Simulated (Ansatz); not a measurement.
# Tc of Sn (I4_1/amd) from its phonons

Wanted: λ, ω_log and Tc of Sn (I4_1/amd). The cell shown first is a relaxed one, from steps not shown here.

Main program and level: Ansatz 0.2.0; DFT LDA, scalar-relativistic, plane waves, PAW, in the first sound run; inputs show where later runs differ.

Experimental background.

For Sn (bulk crystal), “List of superconductors” (2026, Wikipedia's table of superconducting elements, as read in December) quotes earlier work: superconducting transition temperature (bulk, normal pressure) 3.72 K.

Report form: the programs' logs are mostly left out.

In doubt: the program doubts the meshes or the phonons of the coupling sums, which bears on λ, Tc and transport values.

### Step 1. The cell after earlier relaxation steps

The structure is tetragonal, space group I4_1/amd (No. 141). The conventional cell has a = 5.809 Å, b = 5.809 Å, c = 3.103 Å, α = 90.00°, β = 90.00°, γ = 90.00°. Nearest to Sn lie 6 Sn at 3.01 to 3.10 Å.

### Step 2. Resistivity: LDA at its own relaxed cell

The run that gives the couplings also evaluates McMillan's and Allen and Dynes's formulas and, where asked, the Eliashberg equations, over a range of μ*.

Input file input.yaml:

```yaml
crystal:
  lattice:
    - [-2.9046026976, 2.9046026976, 1.5516680306]
    - [2.9046026976, -2.9046026976, 1.5516680306]
    - [2.9046026976, 2.9046026976, -1.5516680306]
  atoms:
    - { symbol: Sn, position: [0.75, 0.25, 0.5] }
    - { symbol: Sn, position: [0.0, 0.0, 0.0] }
kpoints:
  mp_grid: { grid: [9, 9, 9] }
hamiltonian:
  xc: lda
scf:
  occupations: { method: methfessel_paxton, width: 0.2 }
output:
  eigenvalues: true
phonons:
  method: dfpt
  qmesh: [3, 3, 3]
  temperatures: { t_max: 1000, t_step: 50 }
  qpath:
    path:
      - [[0.0, 0.0, 0.0], [0.0, 0.0, 0.5], [-0.5, 0.5, 0.5], [0.0, 0.0, 0.0], [0.3213451, 0.3213451, -0.3213451]]
      - [[-0.3213451, 0.6786549, 0.3213451], [-0.5, 0.5, 0.5]]
      - [[0.0, 0.0, 0.5], [0.25, 0.25, 0.25], [0.0, 0.5, 0.0], [0.0, 0.0, 0.0]]
    npoints: 10
  electrical_resistivity:
    mesh: [12, 12, 12]
    temperatures: [20.0, 50.0, 80.0, 100.0, 150.0, 200.0, 273.0, 300.0, 400.0, 500.0, 600.0, 800.0]
  superconductivity: { mesh: [12, 12, 12], eliashberg_equations: false }
```

On the command line:

```
$ ansatz run input.yaml --threads 4 --pin off --max-ram 10240MiB --backend cpu --events-out ev --progress --plain --runs-dir out
```

Elapsed: 8.7 min, on 4 threads of AMD EPYC 7R13 (Zen 3), shared host; peak memory 5.8 GiB.

This step gave:

| Item | Value |
| --- | --- |
| volume per atom | 26.18 Å³ |
| metallic on mesh | yes |
| gap on the k-mesh | 0 eV |
| zero point energy | 0.03232 eV/cell |
| share of imaginary modes in the plain interpolation between solved wavevectors | 0.0059 |
| highest frequency, solved or plainly interpolated | 145.7 cm⁻¹ |
| resistivity at 300 K | 8.903 μΩ cm, mean of the axes |
| coupling constant λ | 0.6944 |
| density of states at the Fermi level | 0.4472 states/eV a spin and cell |
| log mean phonon energy ħω_log | 8.466 meV |
| transport coupling constant λ_tr | 0.6089, 0.6089, 0.7499 (xx, yy, zz) |
| Drude plasma energy | 9.506, 9.506, 8.914 eV (xx, yy, zz) |
| resistivity times mean free path | 7.946, 7.946, 8.468 × 10⁻¹⁶ Ω m² (xx, yy, zz) |
| second-moment phonon energy ħω₂ | 10.62 meV |
| coupling λ by branch | 0.156, 0.142, 0.128, 0.0994, 0.0851, 0.0831 (branches by rank of frequency) |

Transition temperatures:

| μ* | McMillan Tc (K) | Allen–Dynes Tc (K) |
| --- | --- | --- |
| 0.08 | 3.92 | 4.09 |
| 0.1 | 3.35 | 3.48 |
| 0.12 | 2.81 | 2.91 |
| 0.13 | 2.56 | 2.64 |
| 0.14 | 2.31 | 2.39 |
| 0.16 | 1.86 | 1.91 |
| 0.2 | 1.09 | 1.12 |

### Step 3. Coupling and resistivity: PBEsol at its own relaxed cell

The functional sets the lattice constant, the bands and the force constants.

This step: DFT PBEsol, scalar-relativistic, plane waves, PAW (Ansatz 0.2.0).

Input file input.yaml:

```yaml
crystal:
  lattice:
    - [-2.9302553, 2.9302553, 1.5659242351]
    - [2.9302553, -2.9302553, 1.5659242351]
    - [2.9302553, 2.9302553, -1.5659242351]
  atoms:
    - { symbol: Sn, position: [0.75, 0.25, 0.5] }
    - { symbol: Sn, position: [0.0, 0.0, 0.0] }
kpoints:
  mp_grid: { grid: [9, 9, 9] }
hamiltonian:
  xc: pbesol
scf:
  occupations: { method: methfessel_paxton, width: 0.2 }
output:
  eigenvalues: true
phonons:
  method: dfpt
  qmesh: [3, 3, 3]
  temperatures: { t_max: 1000, t_step: 50 }
  qpath:
    path:
      - [[0.0, 0.0, 0.0], [0.0, 0.0, 0.5], [-0.5, 0.5, 0.5], [0.0, 0.0, 0.0], [0.32139546, 0.32139546, -0.32139546]]
      - [[-0.32139546, 0.67860454, 0.32139546], [-0.5, 0.5, 0.5]]
      - [[0.0, 0.0, 0.5], [0.25, 0.25, 0.25], [0.0, 0.5, 0.0], [0.0, 0.0, 0.0]]
    npoints: 10
  electrical_resistivity:
    mesh: [12, 12, 12]
    temperatures: [20.0, 50.0, 80.0, 100.0, 150.0, 200.0, 273.0, 300.0, 400.0, 500.0, 600.0, 800.0]
  superconductivity: { mesh: [12, 12, 12], eliashberg_equations: false }
```

The job ended after 12 min (4 threads; peak memory 6.6 GiB).

Numbers from this step:

```yaml
volume_per_atom: 26.89 Å³
zero_point_energy: 0.03150 eV/cell
share_of_imaginary_modes_in_the_plain_interpolation_between_solved_wavevectors: 0.007
highest_frequency_solved_or_plainly_interpolated: 143 cm⁻¹
resistivity_at_300_k: 9.508 μΩ cm, mean of the axes
coupling_constant_lambda: 0.7336
density_of_states_at_the_fermi_level: 0.4597 states/eV a spin and cell
log_mean_phonon_energy_omega_log: 7.919 meV
transport_coupling_constant_lambda_tr: 0.6379, 0.6379, 0.7801 (xx, yy, zz)
drude_plasma_energy: 9.408, 9.408, 8.808 eV (xx, yy, zz)
resistivity_times_mean_free_path: 8.027, 8.027, 8.574 × 10⁻¹⁶ Ω m² (xx, yy, zz)
second_moment_phonon_energy_omega: 10.21 meV
coupling_lambda_by_branch: 0.176, 0.152, 0.132, 0.102, 0.0868, 0.0846 (branches by rank of frequency)
```

Transition temperatures:

| μ* | McMillan Tc (K) | Allen–Dynes Tc (K) |
| --- | --- | --- |
| 0.08 | 4.13 | 4.32 |
| 0.1 | 3.57 | 3.72 |
| 0.12 | 3.04 | 3.16 |
| 0.13 | 2.79 | 2.9 |
| 0.14 | 2.55 | 2.64 |
| 0.16 | 2.09 | 2.16 |
| 0.2 | 1.3 | 1.34 |

Eliashberg function α²F against phonon energy; read off at these points:

| phonon energy (meV) | α²F | α²F tr |
| --- | --- | --- |
| 0.07 | 0 | 0 |
| 0.46 | 1.0e-4 | 0 |
| 0.99 | 0.0019 | 5.0e-4 |
| 1.39 | 0.0049 | 0.0016 |
| 1.92 | 0.0098 | 0.0043 |
| 2.32 | 0.0162 | 0.0086 |
| 2.85 | 0.0289 | 0.0182 |
| 3.25 | 0.122 | 0.0909 |
| 3.65 | 0.151 | 0.117 |
| 4.18 | 0.184 | 0.152 |
| 4.58 | 0.172 | 0.147 |
| 5.11 | 0.154 | 0.129 |
| 5.50 | 0.153 | 0.128 |
| 6.04 | 0.154 | 0.130 |
| 6.43 | 0.155 | 0.132 |
| 6.83 | 0.157 | 0.136 |
| 7.36 | 0.155 | 0.138 |
| 7.76 | 0.158 | 0.14 |
| 8.29 | 0.169 | 0.152 |
| 8.69 | 0.252 | 0.261 |
| 9.22 | 0.153 | 0.142 |
| 9.62 | 0.114 | 0.0949 |
| 10.15 | 0.213 | 0.215 |
| 10.55 | 0.277 | 0.288 |
| 10.94 | 0.217 | 0.220 |
| 11.47 | 0.194 | 0.192 |
| 11.87 | 0.231 | 0.236 |
| 12.40 | 0.278 | 0.276 |
| 12.54 | 0.280 | 0.278 |
| 12.80 | 0.238 | 0.251 |
| 13.33 | 0.335 | 0.346 |
| 13.60 | 0.479 | 0.498 |
| 13.73 | 0.437 | 0.459 |
| 14.13 | 0.402 | 0.443 |
| 14.53 | 0.586 | 0.681 |
| 14.66 | 0.577 | 0.668 |
| 15.06 | 0.585 | 0.680 |
| 15.19 | 0.602 | 0.687 |
| 15.59 | 0.506 | 0.520 |
| 15.72 | 0.555 | 0.558 |
| 15.98 | 0.394 | 0.395 |
| 16.52 | 0.162 | 0.199 |
| 16.91 | 0.0869 | 0.0909 |

The coupling constant from the curve is λ = 0.73; modes below 8.95 meV give half. Distinct peaks of the Eliashberg function α²F (α²F) stand at 10.55, 13.60, 14.53, 15.19 and 15.72 meV; the one at 15.2 meV is strongest.

### Step 4. Results

```json
{
 "meshes": "q 3×3×3, k 9×9×9, scattering 12×12×12",
 "coupling constant λ": "0.734",
 "log mean phonon energy ħω_log": "7.92 meV",
 "Allen–Dynes Tc at μ* = 0.1": "3.72 K",
 "Allen–Dynes Tc at μ* = 0.13": "2.9 K"
}
```

In the last run (PBEsol, q 3×3×3, k 9×9×9, scattering 12×12×12), with λ = 0.73 and ħω_log = 7.92 meV, Tc at μ* = 0.13 is 2.8 K by McMillan's formula and 2.9 K by Allen and Dynes's. Allen and Dynes's formula meets the measured 3.72 K at μ* near 0.10. Raising μ* from 0.10 to 0.16 lowers the Allen–Dynes value from 3.7 to 2.2 K. By the run's own test λ is not converged in the fine mesh: it moves by 1 % between the two finest. The run's transport test calls it not converged in the mesh; ρ(300 K) moves by 9 % in the component that moves most. λ of these runs moves by 1 to 1 % between their two finest meshes, and Tc by more, so small gaps between the runs or to the measured value rank nothing. In 2 of the runs shown, the last among them, the interpolated phonons dip below zero somewhere, which the program warns of. These meshes are coarse. Over the runs, λ takes the values 0.694 and 0.734, in the order shown. μ* is a typed number, phonons are harmonic, and spin fluctuations are left out; at μ* = 0.13 McMillan's formula turns 1 % in λ into about 2.7 % in Tc.

Computed beside measured:

```
                                                   quantity  measured  Allen–Dynes, LDA, q 3×3×3, fine 12×12×12  Allen–Dynes, PBEsol, q 3×3×3, fine 12×12×12
superconducting transition temperature (μ* = 0.13) (kelvin)      3.72                            2.64 (-29.0 %)                               2.90 (-22.0 %)
```

Measured values from Wikipedia's table of superconducting elements, as read in December (2026).

How well it matches: For the superconducting transition temperature, of the levels listed nearest comes Allen–Dynes, PBEsol, q 3×3×3, fine 12×12×12 (-22.0 %) and farthest Allen–Dynes, LDA, q 3×3×3, fine 12×12×12 (-29.0 %). Limits of convergence are named above.

[Logs are printed without paths, hosts, clocks, repeated set-up lines and the standing remarks that a program may print on its own settings, such as how far it seeks lower states.]

[Hosts, paths, dates, database ids (printed as entryN), source tags and the programs' standing remarks are cut or masked in the printed files.]
